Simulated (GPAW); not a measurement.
## Fe K-edge XANES of CaFe2P2 (I4/mmm)

What does one-electron theory with a core hole give for the Fe K edge of CaFe2P2 (I4/mmm)?

Main program and level: GPAW 26.7.0; X-ray absorption from dipole matrix elements to empty bands, plane-wave PAW LDA.

## (1) The structure

The structure is tetragonal, space group I4/mmm (No. 139). Conventional cell: a = 3.855 Å, b = 3.855 Å, c = 9.985 Å, α = 90.00°, β = 90.00°, γ = 90.00°. Fe has 4 P at 2.24 Å and 4 Fe at 2.73 Å and 4 Ca at 3.15 Å nearest. Ca has 10 P at 3.04 to 3.64 Å and 8 Fe at 3.15 Å nearest. P has 4 Fe at 2.24 Å and 5 P at 2.71 to 3.56 Å and 5 Ca at 3.04 to 3.64 Å nearest. Farther neighbours are not listed.

## (2) The field without a hole

The ground state comes first: it tells whether the system has a gap, which decides how the excited electron is treated.

The input, scf.py:

```python
import numpy as np
from ase import Atoms
from ase.parallel import parprint, paropen
from gpaw import GPAW, PW, FermiDirac, Mixer, MixerDif, setup_paths
from gpaw.test import gen
setup_paths.insert(0, '.')
gen('Fe', name='nch1s', xcname='LDA', corehole=(1, 0, 0), write_xml=True)
from gpaw.mpi import world
world.barrier()

atoms = Atoms('Fe2CaP2',
    cell=[[-1.9275, 1.9275, 4.9925],
     [1.9275, -1.9275, 4.9925],
     [1.9275, 1.9275, -4.9925]],
    scaled_positions=[[0.25, 0.75, 0.5],
     [0.75, 0.25, 0.5],
     [0, 0, 0],
     [0.6357, 0.6357, 0],
     [0.3643, 0.3643, 0]],
    magmoms=[4.0, 4.0, 0.0, 0.0, 0.0],
    pbc=True)
atoms.calc = calc = GPAW(legacy_gpaw=True, mode=PW(430, force_complex_dtype=True), xc='LDA', setups={0: 'nch1s'},
    kpts={'size': (6, 6, 6), 'gamma': True}, occupations=FermiDirac(0.05),
    charge=0, mixer=MixerDif(0.05, 8, 50), maxiter=150,
    convergence={'density': 0.0001, 'eigenstates': 1e-6}, txt='scf.txt')
energy = atoms.get_potential_energy() + calc.get_reference_energy()
ef = calc.get_fermi_level()
out = dict(energy=energy, fermi=ef, forces=atoms.get_forces().tolist(), magmoms=atoms.get_magnetic_moments().tolist())
parprint(f'all-electron energy {energy:.4f} eV, Fermi level {ef:.4f} eV')
ev = np.array([[calc.get_eigenvalues(k, s) for k in range(len(calc.get_ibz_k_points()))] for s in range(calc.get_number_of_spins())])
out['homo'], out['lumo'], out['counts'] = ev[ev < ef].max(), ev[ev > ef].min(), sorted(set((ev < ef).sum((0, 2)).tolist()))
out['filled'] = (ev[:, 0] < ef).sum(1).tolist()
import json
with paropen('out.json', 'w') as f:
    json.dump(out, f)
```

Launch:

```console
$ OMP_NUM_THREADS=1 mpirun -n 2 gpaw python scf.py
```

Numbers of over 12 decimals in the logs are rounded to 6 here.

What it wrote:

```text
Input parameters:
  convergence: {density: 0.0001,
                eigenstates: 1e-06}
  kpts: {gamma: True,
         size: (6, 6, 6)}
  maxiter: 150
  mixer: {backend: pulay,
          beta: 0.05,
          method: difference,
          nmaxold: 8,
          weight: 50}
  mode: {ecut: 430.0,
         force_complex_dtype: True,
         name: pw}
  occupations: {fixmagmom: False,
                name: fermi-dirac,
                width: 0.05}
  setups: {0: nch1s}

Initialize ...

[... PAW data sets ...]

Reference energy: -106127.503208  # eV

Spin-polarized calculation.
Initial magnetic moment: 8.000000

[... convergence settings ...]
Symmetries present (total): 8
  [... symmetry matrices ...]

216 k-points: 6 x 6 x 6 Monkhorst-Pack grid + [1/12,1/12,1/12]
30 k-points in the irreducible part of the Brillouin zone
       k-points in crystal coordinates                weights
   0:     0.00000000    0.00000000    0.00000000          1/216
   1:     0.16666667   -0.16666667    0.00000000          4/216
   2:     0.16666667   -0.16666667    0.16666667          4/216
   3:     0.16666667    0.00000000    0.00000000          8/216
   4:     0.16666667    0.16666667   -0.16666667          2/216
   5:     0.33333333   -0.33333333    0.00000000          4/216
   6:     0.33333333   -0.33333333    0.16666667          8/216
   7:     0.33333333   -0.33333333    0.33333333          4/216
   8:     0.33333333   -0.16666667    0.00000000         16/216
   9:     0.33333333   -0.16666667    0.16666667          8/216
          ...
  29:     0.50000000    0.50000000    0.50000000          1/216

Wave functions: Plane wave expansion
  Cutoff energy: 430.000 eV
  Number of coefficients (min, max): 1474, 1541
  Pulay-stress correction: 0.000000 eV/Ang^3 (de/decut=0.000000)
  Using FFTW library
  Wavefunction extrapolation:
    Improved wavefunction reuse through dual PAW basis

Occupation numbers: Fermi-Dirac:
  width: 0.0500  # eV

Eigensolver
   Davidson(niter=2)

Densities:
  Coarse grid: 28*28*28 grid
  Fine grid: 56*56*56 grid
  Total Charge: 0.000000

Density mixing:
  Method: difference
  Backend: pulay
  Linear mixing parameter: 0.05
  old densities: 8
  Width of damping distribution: 1.1
  Damping of long wavelength oscillations: 50

[... Hamiltonian set-up ...]
Number of atoms: 5
Number of atomic orbitals: 31
Number of bands in calculation: 31
Number of valence electrons: 36
Bands to converge: occupied

... initialized

Initializing position-dependent things.

Density initialized from atomic densities
Creating initial wave functions:
  31 bands from LCAO basis set

       P

       P Fe
            Fe

       Ca

Atomic positions and initial magnetic moments

Positions:
   0 Fe     1.927500    0.000000    2.496250    ( 0.0000,  0.0000,  4.0000)
   1 Fe     0.000000    1.927500    2.496250    ( 0.0000,  0.0000,  4.0000)
   2 Ca     0.000000    0.000000    0.000000    ( 0.0000,  0.0000,  0.0000)
   3 P     -0.000000    0.000000    6.347465    ( 0.0000,  0.0000,  0.0000)
   4 P     -0.000000    0.000000    3.637535    ( 0.0000,  0.0000,  0.0000)

Unit cell:
           periodic     x           y           z      points  spacing
  1. axis:    yes   -1.927500    1.927500    4.992500    28     0.1284
  2. axis:    yes    1.927500   -1.927500    4.992500    28     0.1284
  3. axis:    yes    1.927500    1.927500   -4.992500    28     0.0974

  Lengths:   5.688196   5.688196   5.688196
  Angles:  140.385173 140.385173  57.268933

Effective grid spacing dv^(1/3) = 0.1501

iter:   1   -37.018754                   +8.0210
iter:   2   -38.559643   -0.02  -1.23    +5.3217
iter:   3   -39.233549   -0.49  -1.25    +1.8990
iter:   4   -39.483523   -1.46  -1.37    +0.7536
iter:   5   -39.372076   -1.71  -1.38    +0.2752
iter:   6   -39.417511   -2.14  -1.69    +0.1461
iter:   7   -39.444755   -2.08  -1.78    +0.0483
iter:   8   -39.396789   -2.54  -2.04    +0.0508
iter:   9   -39.401909   -2.87  -2.56    +0.0347
iter:  10   -39.396103c  -3.33  -2.30    +0.0064
iter:  11   -39.396692c  -3.79  -2.71    +0.0035
iter:  12   -39.395260c  -4.08  -2.75    +0.0023
iter:  13   -39.395201c  -4.50  -3.07    +0.0012
iter:  14   -39.395252c  -4.87  -3.61    +0.0000
iter:  15   -39.395191c  -5.20  -3.59    +0.0001
iter:  16   -39.395199c  -5.58  -4.36c   +0.0001
iter:  17   -39.395199c  -5.80  -4.65c   +0.0001
iter:  18   -39.395201c  -6.00  -4.65c   +0.0000
iter:  19   -39.395200c  -6.21c -4.59c   +0.0000

Converged after 19 iterations.

Dipole moment: (0.000000, -0.000000, -0.000000) |e|*Ang

Total magnetic moment: (0.000000, 0.000000, 0.000019)
Local magnetic moments:
   0 Fe ( 0.000000,  0.000000,  0.000023)
   1 Fe ( 0.000000,  0.000000,  0.000023)
   2 Ca ( 0.000000,  0.000000, -0.000002)
   3 P  ( 0.000000,  0.000000, -0.000000)
   4 P  ( 0.000000,  0.000000, -0.000000)

Energy contributions relative to reference atoms: (reference = -106127.503208)

Kinetic:        +18.312743
Potential:      -12.304047
External:        +0.000000
XC:             -44.999722
Entropy (-ST):   -0.020236
Local:           -0.394056
SIC:             +0.000000
--------------------------
Free energy:    -39.405318
Extrapolated:   -39.395200

Spin contamination: 0.000043 electrons
Showing only first 2 kpts
                      Up                     Down
 Kpt  Band  Eigenvalues  Occupancy  Eigenvalues  Occupancy
  0    16      8.53488    0.94848      8.53489    0.94847
  0    17      8.53488    0.94848      8.53489    0.94846
  0    18      9.25445    0.00001      9.25446    0.00001
  0    19      9.45412    0.00000      9.45412    0.00000

  1    16      8.19732    0.99994      8.19733    0.99994
  1    17      8.21424    0.99991      8.21426    0.99991
  1    18      8.94402    0.00512      8.94402    0.00512
  1    19      9.48790    0.00000      9.48791    0.00000

Fermi level: 8.68052

No gap
No difference between direct/indirect transitions

Forces in eV/Ang:
  0 Fe    0.00000    0.00000    0.00000
  1 Fe    0.00000    0.00000   -0.00000
  2 Ca    0.00000    0.00000   -0.00000
  3 P     0.00000    0.00000    1.23075
  4 P     0.00000    0.00000   -1.23075
Scalar-relativistic atomic LDA calculation for Fe (Iron, Z=26)
Core hole in 1s state (1s occupation: 2.0)
600 radial gridpoints.
|------------------------------------------------|
|------------------------------------------------|
[... the atom generator's iteration count ...]

Energy contributions:
-------------------------
Kinetic:    +1284.264080
XC:           -53.235167
Potential:  -2501.009771
-------------------------
Total:      -1269.980858

state      eigenvalue         ekin         rmax
-----------------------------------------------
1s^2.0 :  -256.537163   333.052433        0.038
2s^2.0 :   -30.049693    60.753742        0.223
2p^6.0 :   -25.651450    59.336601        0.180
3s^2.0 :    -3.435663    13.232265        0.701
3p^6.0 :    -2.202535    11.546501        0.712
3d^6.0 :    -0.284898     7.086297        0.707
4s^2.0 :    -0.201423     1.185406        2.391
4p^0.0 :    -0.052601     0.544936        3.296
-----------------------------------------------
(units: Bohr and Hartree)

Generating PAW setup
Kinetic energy of the core from tauc = 1248.722333274889
Cutoffs:
rc(s)=2.200
rc(p)=2.000
rc(d)=2.000
rc(vbar)=1.800
rc(comp)=2.000
rc(nct)=2.200

Kinetic energy of the core states: 1239.375486
Charge: 0.0
Core electrons: 18.0
Valence electrons: 8.0
Pseudo-core charge: 0.898909
Shape function alpha=2.500
Pseudo-electron charge 4.996357
state    eigenvalue         norm
--------------------------------
4s(2) :    -0.201423     1.027602
*s    :     0.798577
4p(0) :    -0.052601     0.991270
*p    :     0.947399
3d(6) :    -0.284898     0.340374
*d    :     0.715102
--------------------------------

Diagonalizing with gridspacing h=0.050

state   all-electron     PAW
-------------------------------
4s:      -0.201423    -0.201507
4p:      -0.052601    -0.052622
3d:      -0.284898    -0.285412
*f:                    0.070434
-------------------------------
all-electron energy -106166.8984 eV, Fermi level 8.6805 eV
```

Run time: 55 s. Hardware: 2 MPI ranks of Arm Neoverse V2, shared host; peak memory 0.34 GiB.

The mesh shows no gap, so the system is treated as a metal and the core electron is put at the Fermi level (neutral cell).

## (3) Reference energy of the supercell

The photon energy needs a difference of total energies, so the cell and mesh of the coming hole run are first run without a hole.

Changes to scf.py since step 2:

```diff
@@ -10,15 +10,20 @@
 
-atoms = Atoms('Fe2CaP2',
-    cell=[[-1.9275, 1.9275, 4.9925],
-     [1.9275, -1.9275, 4.9925],
-     [1.9275, 1.9275, -4.9925]],
-    scaled_positions=[[0.25, 0.75, 0.5],
-     [0.75, 0.25, 0.5],
+atoms = Atoms('Fe4Ca2P4',
+    cell=[[3.855, -3.855, 0],
+     [3.855, 3.855, 0],
+     [-1.9275, 1.9275, 4.9925]],
+    scaled_positions=[[0.5, 0.25, 0.5],
+     [0, 0.75, 0.5],
+     [0, 0.25, 0.5],
+     [0.5, 0.75, 0.5],
      [0, 0, 0],
-     [0.6357, 0.6357, 0],
-     [0.3643, 0.3643, 0]],
-    magmoms=[4.0, 4.0, 0.0, 0.0, 0.0],
+     [0.5, 0.5, 0],
+     [0.6357, 0, 0.2714],
+     [0.1357, 0.5, 0.2714],
+     [0.3643, 0, 0.7286],
+     [0.8643, 0.5, 0.7286]],
+    magmoms=[4.0, 4.0, 4.0, 4.0, 0.0, 0.0, 0.0, 0.0, 0.0, 0.0],
     pbc=True)
 atoms.calc = calc = GPAW(legacy_gpaw=True, mode=PW(430, force_complex_dtype=True), xc='LDA', setups={0: 'nch1s'},
-    kpts={'size': (6, 6, 6), 'gamma': True}, occupations=FermiDirac(0.05),
+    kpts={'size': (4, 3, 4), 'gamma': True}, occupations=FermiDirac(0.1),
     charge=0, mixer=MixerDif(0.05, 8, 50), maxiter=150,
```

What it wrote:

```text
Input parameters:
  convergence: {density: 0.0001,
                eigenstates: 1e-06}
  kpts: {gamma: True,
         size: (4, 3, 4)}
  maxiter: 150
  mixer: {backend: pulay,
          beta: 0.05,
          method: difference,
          nmaxold: 8,
          weight: 50}
  mode: {ecut: 430.0,
         force_complex_dtype: True,
         name: pw}
  occupations: {fixmagmom: False,
                name: fermi-dirac,
[...]
*s    :     0.798577
4p(0) :    -0.052601     0.991270
*p    :     0.947399
3d(6) :    -0.284898     0.340374
*d    :     0.715102
--------------------------------

Diagonalizing with gridspacing h=0.050

state   all-electron     PAW
-------------------------------
4s:      -0.201423    -0.201507
4p:      -0.052601    -0.052622
3d:      -0.284898    -0.285412
*f:                    0.070434
-------------------------------
all-electron energy -212333.7751 eV, Fermi level 8.7294 eV
[key lines of the parts left out:]
Converged after 18 iterations.
Dipole moment: (-0.000000, -0.000000, 0.000000) |e|*Ang
Free energy:    -78.861377
Fermi level: 8.72945
```

Wall time 92 s (2 MPI ranks); peak memory 0.38 GiB; 3 min of CPU time.

Reference energy: -212333.775 eV with the cores included.

[end of part 1 of 3]

[Banner, clock and machine lines of the logs are left out without a mark of their own.]

[Logs are printed without paths, hosts, clocks, repeated set-up lines and the standing remarks that a program may print on its own settings, such as how far it seeks lower states.]

[Hosts, paths, dates, database ids (printed as entryN), source tags and the programs' standing remarks are cut or masked in the printed files.]

[Lists of maxima count a maximum above −3 eV only where it reaches 4 % of the highest in the window and stands out from its surroundings by 2 % of it (1.5 % where it reaches 55 %); shoulders and weaker maxima are passed over, and of the rest the first, up to two pre-edge ones and the few strongest are named.]
